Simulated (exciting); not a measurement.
# Core excitons at the B K edge of BN (Qingsongite), part 2 of 3

Aim: the B K absorption edge of BN (Qingsongite) with the electron–hole interaction treated explicitly, and what each term of the kernel does.

exciting sodium; X-ray absorption, core-level Bethe-Salpeter equation, exchange and statically screened direct term, Tamm-Dancoff, all-electron LAPW+lo PBE.

So far. Step 3 (A richer basis for the empty states): Against the first ground state the total energy moves by -2 meV an atom and the gap by 0.00 eV.

## Step 4: Screening, kernels and BSE for B atom 2

The absorber has 4 N at 1.57 Å (tetrahedral, site symmetry -43m).

The input, input.xml:

```
<input>
  <title>BN</title>
  <structure speciespath="." autormt="false" epslat="1.0e-5">
    <crystal>
      <basevect>0.0000000000 3.4156799696 3.4156799696</basevect>
      <basevect>3.4156799696 0.0000000000 3.4156799696</basevect>
      <basevect>3.4156799696 3.4156799696 0.0000000000</basevect>
    </crystal>
    <species speciesfile="N.xml" rmt="1.435">
      <atom coord="0.7500000000 0.7500000000 0.7500000000"/>
    </species>
    <species speciesfile="B.xml" rmt="1.435">
      <atom coord="0.0000000000 0.0000000000 0.0000000000"/>
    </species>
  </structure>
  <groundstate do="skip" xctype="GGA_PBE" ngridk="7 7 7" rgkmax="7" gmaxvr="14" nempty="8" swidth="0.001" maxscl="100" epsengy="1e-5"/>
  <xs xstype="BSE" ngridk="6 6 6" ngridq="6 6 6" vkloff="0.097 0.273 0.493" rgkmax="7" nempty="12" gqmax="3" lmaxapwwf="5" lmaxemat="2" broad="0.01654" tevout="true">
    <energywindow intv="6.075 7.692" points="439"/>
    <screening screentype="full" nempty="25"/>
    <BSE xas="true" xasspecies="2" xasatom="1" xasedge="K" bsetype="singlet" nstlxas="1 8"/>
    <qpointset>
      <qpoint>0 0 0</qpoint>
    </qpointset>
    <plan>
      <doonly task="xsgeneigvec"/>
      <doonly task="writepmatxs"/>
      <doonly task="scrgeneigvec"/>
      <doonly task="scrwritepmat"/>
      <doonly task="screen"/>
      <doonly task="scrcoulint"/>
      <doonly task="exccoulint"/>
    </plan>
  </xs>
</input>
```

The input, input.xml for the last start (plan only):

```
  <plan>
    <doonly task="bse"/>
  </plan>
```

The run is started by

```console
$ OMP_NUM_THREADS=1 mpirun -n 4 exciting
$ OMP_NUM_THREADS=4 exciting
```

Numbers of over 12 decimals in the logs are rounded to 6 here.

What it wrote:

```text
| EXCITING SODIUM started for task xsgeneigvec ( 301)                          =
One-shot GS runs for BSE calculations
One-shot GS runs for k+qmt/2 grids
Info(xsgeneigvec): Generating eigenvectors for Q-point      1
Info(xsgeneigvec): Generation of eigenvectors finished
| EXCITING SODIUM started for task writepmatxs ( 320)                          =
Info(writepmatxs): Momentum matrix elements finished
| EXCITING SODIUM started for task scrgeneigvec ( 401)                         =
One-shot GS runs for BSE calculations
One-shot GS runs for k+qmt/2 grids
Info(xsgeneigvec): Generating eigenvectors for Q-point      1
Using screening GS parameters.
Info(xsgeneigvec): Generation of eigenvectors finished
| EXCITING SODIUM started for task scrwritepmat ( 420)                         =
Info(writepmatxs): Momentum matrix elements finished
Info(scrwritepmat): Momentum matrix elements for screening finished
| EXCITING SODIUM started for task screen ( 430)                               =
Info(screenlauncher): Calculating screening for unshifted q-grid.
Info(screenlauncher): Number of q points:      22
Info(screenlauncher): lowest (partially)  unoccupied state:      5
Info(screenlauncher): highest (partially) occupied state  :      4
Info(screenlauncher): number of occupied states considered:    4
Info(screenlauncher): number of unoccupied states considered:   26
Info(screenlauncher): Starting loop over q-points
Info(screenlauncher): Screening for unshifted q-grid finished
Info(screenlauncher): Screening finished
| EXCITING SODIUM started for task scrcoulint ( 440)                           =
Info(scrcoulintlauncher): Setting up screened Coulomb interaction matrix W.
Info(scrcoulintlauncher): Using momentum transfer vectors from list :   1 to  1
Info(scrcoulintlauncher): Calculating screened Coulomb interaction matrix W
Info(scrcoulintlauncher): Momentum transfer list index: iqmt=  1
Info(scrcoulintlauncher): Momentum transfer: vqmtl=   0.000   0.000   0.000
Info(scrcoulintlauncher): Calculating RR block of W
Info(scrcoulint): Inspecting occupations...
Info(setranges_modxs): Number of non-reduced k-points:      216
Info(setranges_modxs): Number of states considered:       17
Info(setranges_modxs): Number of (partially) occupied states:        2
Info(setranges_modxs): Highest (partially) occupied states:        4
Info(setranges_modxs): Number of (partially) unoccupied states:       13
Info(setranges_modxs): Lowest (partially) unoccupied states:        5
Info(scrcoulint): Selecting transitions...
Info(select_transitions): Inspecting transitions in the  band interval:
  lowest occupied state:   1
  highest occupied state:   2
  lowest unoccupied state:   5
  highest unoccupied state:  12
  Opening gap with a scissor of:      0.000/H      0.000/eV
Info(select_transitions): Number of participating transitions:    3456
Info(scrcoulint): Size of file SCCLI will be about     0.089401 GB
Info(scrcoulint): Using q-grid
Info(scrcoulint): Number of reduced q-points:     22
Info(scrcoulint): Number of non-reduced q-points:    216
Info(scrcoulint): Calculating W(G1,G2,qr) fourier coefficients
Info(scrcoulint): Calculating W matrix elements
Info(scrcoulintlauncher): Screened coulomb interaction finished for iqmt=   1
| EXCITING SODIUM started for task exccoulint ( 441)                           =
Info(exccoulintlauncher): Setting up exchange interaction matrix V.
Info(exccoulintlauncher): Using momentum transfer vectors from list :   1 to  1
Info(exccoulintlauncher):Calculating exchange interaction matrix V
Info(exccoulintlauncher): Momentum transfer list index: iqmt=  1
Info(exccoulintlauncher): Momentum transfer: vqmtl=   0.000   0.000   0.000
Info(exccoulintlauncher): Calculating RR block of V
Info(exccoulint): Inspecting occupations...
Info(setranges_modxs): Number of non-reduced k-points:      216
Info(setranges_modxs): Number of states considered:       17
Info(setranges_modxs): Number of (partially) occupied states:        2
Info(setranges_modxs): Highest (partially) occupied states:        4
Info(setranges_modxs): Number of (partially) unoccupied states:       13
Info(setranges_modxs): Lowest (partially) unoccupied states:        5
Info(exccoulint): Selecting transitions...
Info(select_transitions): Inspecting transitions in the  band interval:
  lowest occupied state:   1
  highest occupied state:   2
  lowest unoccupied state:   5
  highest unoccupied state:  12
  Opening gap with a scissor of:      0.000/H      0.000/eV
Info(select_transitions): Number of participating transitions:    3456
Info(exccoulint): Size of file EXCLI will be about     0.089401 GB
Info(exccoulint): Generating plane wave matrix elements for momentum transfer iqmt=   1
  Timing (in seconds)	   :      40.919
Info(exccoulint): Generating V matrix elements
Info(exccoulint): Zeroing Coulomb potential at G+qmt index:  1
Info(exccoulintlauncher): Exchange interaction finished for iqmt=   1
| EXCITING SODIUM started for task bse ( 445)                                  =
Info(bselauncher): Init time:    0.206184
Info(bselauncher): Setting up and diagonalizing BSE Hamiltonian.
Info(bselauncher): Using momentum transfer vectors from list :   1 to  1
Info(bselauncher): Distributing qmt-points over   1 processes.
Info(bselauncher): BSE type: singlet
Info(bselauncher): Momentum transfer list index: iqmt=  1
Info(bselauncher): Momentum transfer: vqmtl=   0.000   0.000   0.000
Info(bse): Inspecting occupations...
Info(setranges_modxs): Number of non-reduced k-points:      216
Info(setranges_modxs): Number of states considered:       17
Info(setranges_modxs): Number of (partially) occupied states:        2
Info(setranges_modxs): Highest (partially) occupied states:        4
Info(setranges_modxs): Number of (partially) unoccupied states:       13
Info(setranges_modxs): Lowest (partially) unoccupied states:        5
Info(select_transitions): Inspecting transitions in the  band interval:
  lowest occupied state:   1
  highest occupied state:   2
  lowest unoccupied state:   5
  highest unoccupied state:  12
  Opening gap with a scissor of:      0.000/H      0.000/eV
Info(select_transitions): Number of participating transitions:    3456
Info(bse): Selecting transitions...
Info(bse):bsegap (eV):   177.328587
Info(bse): Assembling BSE matrix
  RR/RA blocks of global BSE-Hamiltonian:
  Size of the Hamiltonian:    3456
  Number of k-points:     216
  Distributing matrix to   1 processes
  Local matrix shape   3456 x  3456
Info(bse): max local RAM needed for BSE matrices ~     0.177979 GB
Info(setup_bse_block): Setting up RR part of hamiltonian
Info(setup_bse_block): Singlet spin state
Info(bse): Diagonalizing RR Hamiltonian (TDA)
Info(bse): Invoking Lapack routine ZHEEVR
      3456 eigen solutions found in the interval:
         i1=       1 i2=    3456
Info(bse): Writing excition energies and oscillator strengths to text file.
Info(makespectrum_dist): Making spectrum using formula for coupling with time reversed AR basis.
Info(makespectrum_dist): Using formalism for vanishing momentum transfer.
Info(writederived): Writing quantities derived from the macroscopic dielectric function.
Info(bselauncher): Spectrum finished for iqmt=  1
Info(bselauncher): All done for BSE type singlet
```

Wall time 3.7 min (4 MPI ranks of Arm Neoverse V1, shared host).

Wall time by task: xsgeneigvec 2.2 s, writepmatxs 4.4 s, scrgeneigvec 2.1 s, scrwritepmat 1.4 s, screen 30 s, scrcoulint 1.9 min, exccoulint 42 s, bse 21 s.

The B K spectrum of B atom 2 (energy from the Kohn–Sham onset, core level to the lowest empty state found on the meshes used, 177.31 eV; the ground-state mesh sets it, and the shifted mesh has its lowest transition 0.02 eV above it; Im ε scaled to the maximum of the singlet run; cut below the end of the band set):

```csv
E (eV),Im ε
-4.5,0.02
-4.0,0.03
-3.5,0.04
-3.0,0.05
-2.5,0.07
-2.0,0.10
-1.5,0.18
-1.0,0.41
-0.5,0.80
0.0,0.88
0.5,1.00
1.0,0.92
1.5,0.80
2.0,0.64
2.5,0.53
3.0,0.40
3.5,0.33
4.0,0.29
4.5,0.27
5.0,0.25
5.5,0.22
6.0,0.21
6.5,0.19
7.0,0.18
7.5,0.18
8.0,0.17
8.5,0.17
9.0,0.16
9.5,0.14
10.0,0.13
10.5,0.11
11.0,0.10
11.5,0.07
12.0,0.06
12.5,0.05
13.0,0.07
13.5,0.09
14.0,0.09
14.5,0.09
15.0,0.08
15.5,0.07
16.0,0.07
16.5,0.08
17.0,0.10
17.5,0.14
18.0,0.21
18.5,0.38
19.0,0.48
```

Maxima (height): 0.5 eV (1.00) and 18.9 eV (0.49).

The Hamiltonian has 3456 rows. The lowest groups of eigenvalues and the brightest ones, on the scale above (the program counts from the shifted mesh's onset, 0.02 eV higher). Core spinors bring spin-forbidden partners, so dark means forbidden by spin or by symmetry, and the shifted mesh splits states that symmetry would keep together:

```csv
energy (eV),states within 10 meV,relative strength
-0.753,1,dark
-0.691,1,0.34
-0.600,1,dark
-0.589,1,dark
-0.509,2,1.00
-0.255,1,dark
0.005,1,0.34
0.470,1,0.41
0.500,1,0.49
1.311,1,0.32
1.324,1,0.33
```

## Step 5: Independent particles

input.xml, as its differences from that of step 4:

```diff
@@ -19,3 +19,3 @@
     <screening screentype="full" nempty="25"/>
-    <BSE xas="true" xasspecies="2" xasatom="1" xasedge="K" bsetype="singlet" nstlxas="1 8"/>
+    <BSE xas="true" xasspecies="2" xasatom="1" xasedge="K" bsetype="IP" nstlxas="1 8"/>
     <qpointset>
@@ -24,9 +24,3 @@
     <plan>
-      <doonly task="xsgeneigvec"/>
-      <doonly task="writepmatxs"/>
-      <doonly task="scrgeneigvec"/>
-      <doonly task="scrwritepmat"/>
-      <doonly task="screen"/>
-      <doonly task="scrcoulint"/>
-      <doonly task="exccoulint"/>
+      <doonly task="bse"/>
     </plan>
```

The run is started by

```console
$ OMP_NUM_THREADS=4 exciting
```

What it wrote:

```text
| EXCITING SODIUM started for task bse ( 445)                                  =
Info(bselauncher): Init time:    0.203668
Info(bselauncher): Setting up and diagonalizing BSE Hamiltonian.
Info(bselauncher): Using momentum transfer vectors from list :   1 to  1
Info(bselauncher): Distributing qmt-points over   1 processes.
Info(bselauncher): BSE type: IP
Info(bselauncher): Momentum transfer list index: iqmt=  1
Info(bselauncher): Momentum transfer: vqmtl=   0.000   0.000   0.000
Info(bse): Inspecting occupations...
Info(setranges_modxs): Number of non-reduced k-points:      216
[...]
highest unoccupied state:  12
  Opening gap with a scissor of:      0.000/H      0.000/eV
Info(select_transitions): Number of participating transitions:    3456
Info(bse): Selecting transitions...
Info(bse):bsegap (eV):   177.328587
Info(bse): IP requested, nothing much to do
Info(bse): Writing excition energies and oscillator strengths to text file.
Info(makespectrum_dist): Making spectrum using formula for coupling with time reversed AR basis.
Info(makespectrum_dist): Using formalism for vanishing momentum transfer.
Info(writederived): Writing quantities derived from the macroscopic dielectric function.
Info(bselauncher): Spectrum finished for iqmt=  1
Info(bselauncher): All done for BSE type IP
```

Run time: 1.5 s. Hardware: 4 threads.

Maxima (height): 6.2 eV (0.46), 11.0 eV (0.38) and 15.2 eV (0.14). Against the singlet run the r.m.s. difference is 94 %. Moving the earlier curve by +5.7 eV leaves 48 %. The highest maximum lies at 6.2 eV (0.46), against 0.5 eV (1.00).

## Step 6: Exchange alone

input.xml, as its differences from that of step 5:

```diff
@@ -19,3 +19,3 @@
     <screening screentype="full" nempty="25"/>
-    <BSE xas="true" xasspecies="2" xasatom="1" xasedge="K" bsetype="IP" nstlxas="1 8"/>
+    <BSE xas="true" xasspecies="2" xasatom="1" xasedge="K" bsetype="RPA" nstlxas="1 8"/>
     <qpointset>
```

The run is started by

```console
$ OMP_NUM_THREADS=4 exciting
```

What it wrote:

```text
| EXCITING SODIUM started for task bse ( 445)                                  =
Info(bselauncher): Init time:    0.202819
Info(bselauncher): Setting up and diagonalizing BSE Hamiltonian.
Info(bselauncher): Using momentum transfer vectors from list :   1 to  1
Info(bselauncher): Distributing qmt-points over   1 processes.
Info(bselauncher): BSE type: RPA
Info(bselauncher): Momentum transfer list index: iqmt=  1
Info(bselauncher): Momentum transfer: vqmtl=   0.000   0.000   0.000
Info(bse): Inspecting occupations...
Info(setranges_modxs): Number of non-reduced k-points:      216
[...]
Info(setup_bse_block): Setting up RR part of hamiltonian
Info(setup_bse_block): Using RPA approximation
Info(bse): Diagonalizing RR Hamiltonian (TDA)
Info(bse): Invoking Lapack routine ZHEEVR
      3456 eigen solutions found in the interval:
         i1=       1 i2=    3456
Info(bse): Writing excition energies and oscillator strengths to text file.
Info(makespectrum_dist): Making spectrum using formula for coupling with time reversed AR basis.
Info(makespectrum_dist): Using formalism for vanishing momentum transfer.
Info(writederived): Writing quantities derived from the macroscopic dielectric function.
Info(bselauncher): Spectrum finished for iqmt=  1
Info(bselauncher): All done for BSE type RPA
```

Wall time 21 s (4 threads).

Maxima (height): 6.6 eV (0.42), 11.0 eV (0.40) and 15.2 eV (0.15). The spectrum differs from the independent-particle run by 9 % r.m.s. The highest maximum lies at 6.6 eV (0.42), against 6.2 eV (0.46).

## Step 7: Direct term alone

input.xml, as its differences from that of step 6:

```diff
@@ -19,3 +19,3 @@
     <screening screentype="full" nempty="25"/>
-    <BSE xas="true" xasspecies="2" xasatom="1" xasedge="K" bsetype="RPA" nstlxas="1 8"/>
+    <BSE xas="true" xasspecies="2" xasatom="1" xasedge="K" bsetype="triplet" nstlxas="1 8"/>
     <qpointset>
```

The run is started by

```console
$ OMP_NUM_THREADS=4 exciting
```

What it wrote:

```text
| EXCITING SODIUM started for task bse ( 445)                                  =
Info(bselauncher): Init time:    0.203954
Info(bselauncher): Setting up and diagonalizing BSE Hamiltonian.
Info(bselauncher): Using momentum transfer vectors from list :   1 to  1
Info(bselauncher): Distributing qmt-points over   1 processes.
Info(bselauncher): BSE type: triplet
Info(bselauncher): Momentum transfer list index: iqmt=  1
Info(bselauncher): Momentum transfer: vqmtl=   0.000   0.000   0.000
Info(bse): Inspecting occupations...
[...]
Info(setup_bse_block): Setting up RR part of hamiltonian
Info(setup_bse_block): Triplet spin state
Info(bse): Diagonalizing RR Hamiltonian (TDA)
Info(bse): Invoking Lapack routine ZHEEVR
      3456 eigen solutions found in the interval:
         i1=       1 i2=    3456
Info(bse): Writing excition energies and oscillator strengths to text file.
Info(makespectrum_dist): Making spectrum using formula for coupling with time reversed AR basis.
Info(makespectrum_dist): Using formalism for vanishing momentum transfer.
Info(writederived): Writing quantities derived from the macroscopic dielectric function.
Info(bselauncher): Spectrum finished for iqmt=  1
Info(bselauncher): All done for BSE type triplet
```

Elapsed: 20 s, on 4 threads.

(Part 2 of 3 ends here.)

[Banner, clock and machine lines of the logs are left out without a mark of their own.]

[Logs are printed without paths, hosts, clocks, repeated set-up lines and the standing remarks that a program may print on its own settings, such as how far it seeks lower states.]

[Hosts, paths, dates, database ids (printed as entryN), source tags and the programs' standing remarks are cut or masked in the printed files.]
